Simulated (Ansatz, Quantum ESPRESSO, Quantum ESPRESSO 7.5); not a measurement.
**Ballistic transmission: Cu(111) with five reversed steps (a twin lamella)**

Wanted: the transmission near the Fermi level and the conductance of this junction: Cu(111) with five reversed steps (a twin lamella).

Method: plane-wave DFT, LDA, GBRV ultrasoft pseudopotentials (cross-check by Ansatz 0.2.0 with PAW datasets), in Quantum ESPRESSO 7.5.

## 1. The structure

The cell holds 19 atoms: 19 Cu. Its edges and angles: a = 2.574 Å, b = 2.574 Å, c = 39.930 Å, α = 90.0°, β = 90.0°, γ = 60.0°. It derives from Cu. Regions: left lead, 6 atoms (6 Cu); channel, 7 atoms (7 Cu); right lead, 6 atoms (6 Cu). The structure is stacked along c, and the current runs across the ab planes.

## 2. Self-consistent run

One periodic cell holds a stretch of lead, the junction and more lead; the atoms stay as built.

scf.in reads:

```
&control
  prefix = 'scf'
  outdir = './out'
  pseudo_dir = './pseudo'
  calculation = 'scf'
  tprnfor = .true.
/
&system
  ibrav = 0
  nat = 19
  ntyp = 1
  ecutwfc = 40
  ecutrho = 200
  occupations = 'smearing'
  smearing = 'mv'
  degauss = 0.01
/
&electrons
  conv_thr = 1e-07
  mixing_beta = 0.25
  electron_maxstep = 120
  mixing_mode = 'local-TF'
/
ATOMIC_SPECIES
  Cu  63.5460  cu_lda_v1.2.uspp.F.UPF
CELL_PARAMETERS angstrom
  2.57386868351903 0.00000000000000 0.00000000000000
  1.28693434175952 2.22903566593269 0.00000000000000
  0.00000000000000 0.00000000000000 39.92954461715452
ATOMIC_POSITIONS crystal
  Cu  0.000000000000 0.000000000000 0.000000000000
  Cu  0.333333333000 0.333333333000 0.052631578947
  Cu  0.666666667000 0.666666667000 0.105263157895
  Cu  0.000000000000 0.000000000000 0.157894736842
  Cu  0.333333333000 0.333333333000 0.210526315789
  Cu  0.666666667000 0.666666667000 0.263157894737
  Cu  0.333333333000 0.333333333000 0.315789473684
  Cu  0.000000000000 0.000000000000 0.368421052632
  Cu  0.666666667000 0.666666667000 0.421052631579
  Cu  0.333333333000 0.333333333000 0.473684210526
  Cu  0.000000000000 0.000000000000 0.526315789474
  Cu  0.333333333000 0.333333333000 0.578947368421
  Cu  0.666666667000 0.666666667000 0.631578947368
  Cu  0.000000000000 0.000000000000 0.684210526316
  Cu  0.333333333000 0.333333333000 0.736842105263
  Cu  0.666666667000 0.666666667000 0.789473684211
  Cu  0.000000000000 0.000000000000 0.842105263158
  Cu  0.333333333000 0.333333333000 0.894736842105
  Cu  0.666666667000 0.666666667000 0.947368421053
K_POINTS automatic
  11 11 1 0 0 0
```

On the command line:

```
$ OMP_NUM_THREADS=1 mpirun -n 4 pw.x -nk 4 -in scf.in > scf.out
```

Log:

```text
Program PWSCF v.7.5 starts
[citation notice left out]

     Parallel version (MPI & OpenMP), running on       4 processor cores
     Number of MPI processes:                 4
     Threads/MPI process:                     1

     MPI processes distributed on     1 nodes
[...]
Current dimensions of program PWSCF are:
     Max number of different atomic species (ntypx) = 10
     Max number of k-points (npk) =  40000
     Max angular momentum in pseudopotentials (lmaxx) =  4
     Message from routine setup:
     using ibrav=0 with symmetry is DISCOURAGED, use correct ibrav instead

     K-points division:     npool     =       4
     Subspace diagonalization in iterative solution of the eigenvalue problem:
     a serial algorithm will be used

     G-vector sticks info
     --------------------
     sticks:   dense  smooth     PW     G-vecs:    dense   smooth      PW
     Sum         313     253     85                73359    52671   10111

     Using Slab Decomposition

     bravais-lattice index     =            0
     lattice parameter (alat)  =       4.8639  a.u.
     unit-cell volume          =    1545.9461 (a.u.)^3
     number of atoms/cell      =           19
     number of atomic types    =            1
     number of electrons       =       361.00
     number of Kohn-Sham states=          217
     kinetic-energy cutoff     =      40.0000  Ry
     charge density cutoff     =     200.0000  Ry
     scf convergence threshold =      1.0E-07
     mixing beta               =       0.2500
     number of iterations used =            8  local-TF  mixing
     Exchange-correlation= SLA  PZ   NOGX NOGC
                           (   1   1   0   0   0   0   0)

     celldm(1)=   4.863907  celldm(2)=   0.000000  celldm(3)=   0.000000
     celldm(4)=   0.000000  celldm(5)=   0.000000  celldm(6)=   0.000000

     crystal axes: (cart. coord. in units of alat)
               a(1) = (   1.000000   0.000000   0.000000 )
               a(2) = (   0.500000   0.866025   0.000000 )
               a(3) = (   0.000000   0.000000  15.513435 )

     reciprocal axes: (cart. coord. in units 2 pi/alat)
               b(1) = (  1.000000 -0.577350  0.000000 )
               b(2) = (  0.000000  1.154701  0.000000 )
               b(3) = (  0.000000  0.000000  0.064460 )

     PseudoPot. # 1 for Cu read from file:
     ./pseudo/cu_lda_v1.2.uspp.F.UPF
     Pseudo is Ultrasoft + core correction, Zval = 19.0
     Generated by new atomic code, or converted to UPF format
     Using radial grid of  867 points,  6 beta functions with:
                l(1) =   0
                l(2) =   0
                l(3) =   1
                l(4) =   1
                l(5) =   2
                l(6) =   2
     Q(r) pseudized with  8 coefficients,  rinner =    1.150   1.150   1.150
                                                       1.150   1.150

     atomic species   valence    mass     pseudopotential
     Cu               19.00    63.54600     Cu( 1.00)

      6 Sym. Ops. (no inversion) found

   Cartesian axes

     site n.     atom                  positions (alat units)
         1        Cu     tau(   1) = (   0.0000000   0.0000000   0.0000000  )
         2        Cu     tau(   2) = (   0.5000000   0.2886751   0.8164966  )
         3        Cu     tau(   3) = (   1.0000000   0.5773503   1.6329932  )
         4        Cu     tau(   4) = (   0.0000000   0.0000000   2.4494897  )
         5        Cu     tau(   5) = (   0.5000000   0.2886751   3.2659863  )
         6        Cu     tau(   6) = (   1.0000000   0.5773503   4.0824829  )
         7        Cu     tau(   7) = (   0.5000000   0.2886751   4.8989795  )
         8        Cu     tau(   8) = (   0.0000000   0.0000000   5.7154761  )
         9        Cu     tau(   9) = (   1.0000000   0.5773503   6.5319726  )
        10        Cu     tau(  10) = (   0.5000000   0.2886751   7.3484692  )
        11        Cu     tau(  11) = (   0.0000000   0.0000000   8.1649658  )
        12        Cu     tau(  12) = (   0.5000000   0.2886751   8.9814624  )
        13        Cu     tau(  13) = (   1.0000000   0.5773503   9.7979590  )
        14        Cu     tau(  14) = (   0.0000000   0.0000000  10.6144556  )
        15        Cu     tau(  15) = (   0.5000000   0.2886751  11.4309521  )
        16        Cu     tau(  16) = (   1.0000000   0.5773503  12.2474487  )
        17        Cu     tau(  17) = (   0.0000000   0.0000000  13.0639453  )
        18        Cu     tau(  18) = (   0.5000000   0.2886751  13.8804419  )
        19        Cu     tau(  19) = (   1.0000000   0.5773503  14.6969385  )

     number of k points=    16  Marzari-Vanderbilt smearing, width (Ry)=  0.0100
                       cart. coord. in units 2pi/alat
        k(    1) = (   0.0000000   0.0000000   0.0000000), wk =   0.0165289
        k(    2) = (   0.0000000   0.1049728   0.0000000), wk =   0.0991736
        k(    3) = (   0.0000000   0.2099456   0.0000000), wk =   0.0991736
        k(    4) = (   0.0000000   0.3149183   0.0000000), wk =   0.0991736
        k(    5) = (   0.0000000   0.4198911   0.0000000), wk =   0.0991736
        k(    6) = (   0.0000000   0.5248639   0.0000000), wk =   0.0991736
        k(    7) = (   0.0909091   0.1574592   0.0000000), wk =   0.0991736
        k(    8) = (   0.0909091   0.2624319   0.0000000), wk =   0.1983471
        k(    9) = (   0.0909091   0.3674047   0.0000000), wk =   0.1983471
        k(   10) = (   0.0909091   0.4723775   0.0000000), wk =   0.1983471
[...]
k(   16) = (   0.2727273  -0.5773503   0.0000000), wk =   0.0991736

     Dense  grid:    73359 G-vectors     FFT dimensions: (  24,  24, 360)

     Smooth grid:    52671 G-vectors     FFT dimensions: (  20,  20, 320)

     Estimated max dynamical RAM per process >     330.47 MB

     Estimated total dynamical RAM >       1.24 GB

     Check: negative core charge=   -0.000002

     Initial potential from superposition of free atoms

     starting charge     342.0000, renormalised to     361.0000
     Starting wfcs are  247 randomized atomic wfcs

     total cpu time spent up to now is        5.5 secs

     per-process dynamical memory:   186.9 Mb

     Self-consistent Calculation

     iteration #  1     ecut=    40.00 Ry     beta= 0.25
     Davidson diagonalization with overlap
     ethr =  1.00E-02,  avg # of iterations =  3.2

     total cpu time spent up to now is       28.3 secs

     total energy              =   -7666.25820893 Ry
     estimated scf accuracy    <      99.99339156 Ry

     iteration #  2     ecut=    40.00 Ry     beta= 0.25
[...]
10.4563  10.7140  10.8583  10.9458  11.0679  11.0772  11.1406  11.2751
    11.3036  11.3293  11.3572  11.3996  11.4540  11.4601  11.5243  11.5665
    11.6631  11.6815  11.7743  11.7948  11.8113  11.8382  11.8638  11.8908
    11.9301  11.9508  11.9835  11.9993  12.0483  12.0967  12.1807  12.2281
    12.2472  12.2998  12.3347  12.3556  12.3741  12.3818  12.3934  12.4069
    12.4160  12.4224  12.4305  12.4774  12.4941  12.5018  12.5080  12.5875
    12.5957  12.5994  12.6027  12.6401  12.7105  12.7337  12.7939  12.8422
    12.8505  12.9009  12.9430  12.9627  12.9680  12.9912  13.0017  13.0239
    13.0318  13.0491  13.0547  13.0581  13.0747  13.0863  13.0902  13.0920
    13.1186  13.1405  13.1468  13.2058  13.2074  13.2616  13.2948  13.3041
    13.3227  13.3328  13.3355  13.3719  13.3938  13.4895  13.4955  13.5923
    13.6038  13.6404  13.6581  13.6603  13.7827  14.1006  14.4583  14.7366
    15.3942  15.6007  16.5952  16.7246  17.9578  18.0199  20.0931  20.1199
    21.8425  21.8778  23.6620  23.8329  24.3497  24.5446  24.8133  24.8531
    24.9624  25.3150  25.3742  25.9542  26.0191  26.2520  26.4637  26.7774
    26.8477  27.7450  27.8426  28.5445  28.7624  28.8701  29.0052  30.0737
    30.2538

          k = 0.0000 0.4199 0.0000 (  6610 PWs)   bands (ev):

   -96.4389 -96.4389 -96.4372 -96.4367 -96.4363 -96.4355 -96.4346 -96.4340
   -96.4336 -96.4332 -96.4323 -96.4312 -96.4307 -96.4247 -96.4242 -96.4229
   -96.4213 -96.4197 -96.4184 -54.3201 -54.3196 -54.3173 -54.3170 -54.3161
   -54.3141 -54.3133 -54.3111 -54.3099 -54.3080 -54.3073 -54.3062 -54.3035
   -54.3031 -54.3012 -54.3003 -54.2981 -54.2949 -54.2900 -54.2870 -54.2836
   -54.2785 -54.2747 -54.2684 -54.2677 -54.2674 -54.2673 -54.2655 -54.2635
   -54.2617 -54.2616 -54.2594 -54.2585 -54.2572 -54.2569 -54.2550 -54.2535
   -54.2527 -54.2522 -54.2507 -54.2499 -54.2490 -54.2480 -54.2478 -54.2459
   -54.2451 -54.2444 -54.2434 -54.2418 -54.2408 -54.2384 -54.2368 -54.2364
   -54.2353 -54.2331 -54.2303 -54.2243   9.4856   9.5076   9.5664   9.6314
     9.7273   9.8405   9.9294  10.0983  10.1304  10.3123  10.3652  10.4868
    10.6288  10.6663  10.8521  10.8837  11.0098  11.0353  11.0425  11.0786
    11.0897  11.1180  11.1607  11.1855  11.2426  11.2640  11.3317  11.3821
    11.5014  11.5297  11.7077  11.7398  11.9218  11.9596  12.0678  12.0772
    12.1317  12.1624  12.1971  12.2301  12.2376  12.2553  12.2673  12.2789
    12.2876  12.2957  12.3033  12.3364  12.3568  12.3752  12.3850  12.4389
    12.4409  12.4931  12.4998  12.5358  12.5954  12.6643  12.6712  12.7672
    12.7868  12.8509  12.8511  12.9946  13.0341  13.0457  13.1645  13.1852
    13.1914  13.2794  13.2939  13.3433  13.3705  13.3736  13.3767  13.3895
    13.3927  13.4019  13.4141  13.4241  13.4281  13.4302  13.4374  13.4477
    13.4576  13.4643  13.4673  13.4757  13.4948  13.5027  13.5095  13.5123
    13.5364  13.5429  13.5654  13.6150  13.6203  13.6338  13.6429  13.6516
    13.6811  13.6883  13.6892  13.9514  14.2773  14.6904  15.2465  15.6422
    16.4152  16.7811  17.7411  18.0947  19.1347  19.5332  20.2774  20.6796
    20.7003  20.8618  21.1454  21.3769  21.5719  21.9808  22.4834  22.6207
    23.0577  23.2571  23.5634  23.6903  24.0346  24.2309  24.4558  25.2498
    25.4982  25.5611  25.8717  26.5757  26.8350  27.4405  27.8131  27.9296
    28.2852

          k = 0.0000 0.5249 0.0000 (  6606 PWs)   bands (ev):

   -96.4368 -96.4368 -96.4350 -96.4348 -96.4346 -96.4338 -96.4332 -96.4329
   -96.4327 -96.4323 -96.4316 -96.4307 -96.4303 -96.4226 -96.4224 -96.4214
   -96.4202 -96.4190 -96.4179 -54.3317 -54.3311 -54.3288 -54.3257 -54.3252
   -54.3246 -54.3228 -54.3223 -54.3201 -54.3194 -54.3180 -54.3169 -54.3166
   -54.3149 -54.3139 -54.3101 -54.3088 -54.3054 -54.3034 -54.2743 -54.2728
   -54.2709 -54.2708 -54.2696 -54.2690 -54.2668 -54.2667 -54.2650 -54.2649
   -54.2636 -54.2629 -54.2626 -54.2610 -54.2603 -54.2585 -54.2580 -54.2570
   -54.2549 -54.2549 -54.2539 -54.2530 -54.2516 -54.2509 -54.2490 -54.2483
   -54.2482 -54.2480 -54.2469 -54.2443 -54.2436 -54.2424 -54.2398 -54.2390
   -54.2388 -54.2356 -54.2341 -54.2275  10.1519  10.1856  10.2131  10.2843
    10.3460  10.4106  10.4294  10.4612  10.4716  10.5182  10.5253  10.5671
    10.5818  10.6291  10.6819  10.7341  10.8409  10.8877  10.8999  10.9324
    10.9350  10.9833  10.9895  11.0512  11.1347  11.1487  11.2367  11.3116
    11.4573  11.4867  11.7203  11.7556  11.9377  11.9893  12.0875  12.1169
    12.1558  12.1966  12.2019  12.2241  12.2263  12.2321  12.2607  12.2884
    12.3002  12.3390  12.4077  12.4120  12.4303  12.4618  12.5227  12.5298
    12.5890  12.6110  12.8052  12.8219  12.8273  12.8517  12.8917  12.9496
    13.0406  13.0586  13.2458  13.2567  13.2698  13.2770  13.4315  13.4386
    13.4492  13.4608  13.5519  13.5698  13.5729  13.5822  13.5843  13.5877
    13.5920  13.5955  13.5980  13.6083  13.6098  13.6114  13.6241  13.6267
    13.6394  13.6482  13.6525  13.6623  13.6714  13.6758  13.6881  13.7026
    13.7110  13.7261  13.7391  14.0299  14.2387  14.3595  14.6339  14.7635
    14.9569  15.0868  15.1622  15.3171  15.5752  15.6431  16.2390  16.2980
    16.9043  16.9602  17.3574  17.3937  17.5501  17.5929  19.0075  19.1489
    19.2602  19.3945  19.7367  20.1306  20.1977  20.7456  21.3499  21.4764
    22.1221  22.3486  22.6265  22.8420  22.9814  23.4965  23.8329  23.8525
    24.2850  24.8541  25.2452  25.5236  25.9455  26.3055  26.7157  27.1082
    27.6918

[...]
the Fermi energy is    15.2573 ev

!    total energy              =   -7667.33578642 Ry
     estimated scf accuracy    <       0.00000004 Ry
     smearing contrib. (-TS)   =      -0.00008690 Ry
     internal energy E=F+TS    =   -7667.33569952 Ry

     The total energy is F=E-TS. E is the sum of the following terms:
     one-electron contribution =   -5151.43196851 Ry
     hartree contribution      =    2782.04974795 Ry
     xc contribution           =    -726.17666086 Ry
     ewald contribution        =   -4571.77681810 Ry

     convergence has been achieved in  14 iterations

     Forces acting on atoms (cartesian axes, Ry/au):

     atom    1 type  1   force =     0.00000000    0.00000000   -0.00000349
     atom    2 type  1   force =     0.00000000    0.00000000   -0.00000555
     atom    3 type  1   force =     0.00000000    0.00000000   -0.00026747
     atom    4 type  1   force =     0.00000000    0.00000000    0.00009647
     atom    5 type  1   force =     0.00000000    0.00000000   -0.00074060
     atom    6 type  1   force =     0.00000000    0.00000000   -0.00020870
     atom    7 type  1   force =     0.00000000    0.00000000    0.00079532
     atom    8 type  1   force =     0.00000000    0.00000000   -0.00030523
     atom    9 type  1   force =     0.00000000    0.00000000    0.00030227
     atom   10 type  1   force =     0.00000000    0.00000000   -0.00079825
     atom   11 type  1   force =     0.00000000    0.00000000    0.00019833
     atom   12 type  1   force =     0.00000000    0.00000000    0.00073635
     atom   13 type  1   force =     0.00000000    0.00000000   -0.00009640
     atom   14 type  1   force =     0.00000000    0.00000000    0.00026319
     atom   15 type  1   force =     0.00000000    0.00000000    0.00000538
     atom   16 type  1   force =     0.00000000    0.00000000    0.00000985
     atom   17 type  1   force =     0.00000000    0.00000000    0.00002135
     atom   18 type  1   force =     0.00000000    0.00000000    0.00000929
     atom   19 type  1   force =     0.00000000    0.00000000   -0.00001212

     Total force =     0.001670     Total SCF correction =     0.000269
     SCF correction compared to forces is large: reduce conv_thr to get better values

[...]
=------------------------------------------------------------------------------=
   JOB DONE.
=------------------------------------------------------------------------------=
```

The job ended after 4.3 min (4 MPI ranks of Arm Neoverse V2, shared host; peak memory 1.4 GiB; 17 min of CPU time).

This step gave:

| Property | Result |
| --- | --- |
| free energy | -104319.4178 eV |
| Fermi energy | 15.26 eV |

The program's own clock; routines nest. Time by routine:

```
     routine  wall time (s)  calls
       PWSCF          255.7      1
   electrons          247.3      1
     c_bands          228.9     14
     cegterg          218.3     56
       h_psi          77.21    305
        fftw          33.05  74226
      calbec          32.92    377
    vloc_psi          32.15    305
  add_vuspsi          22.17    305
       s_psi          22.15    305
h_psi:calbec          21.97    305
     cdiaghg          20.18    301
    sum_band          16.52     14
    init_run           5.37      1
```

The run needed 14 iterations to bring the estimated error under 1e-07 Ry; the largest force on any atom, held or free, is 0.02 eV/Å.

(Part 1 of 4 ends here.)

[Logs are printed without paths, hosts, clocks, repeated set-up lines and the standing remarks that a program may print on its own settings, such as how far it seeks lower states.]

[Hosts, paths, dates, database ids (printed as entryN), source tags and the programs' standing remarks are cut or masked in the printed files.]

[Maps of the electrostatic potential energy from Ansatz leave out the sawtooth potential of an applied field or a dipole correction, so their vacuum need not be flat; planar profiles and work functions include it.]
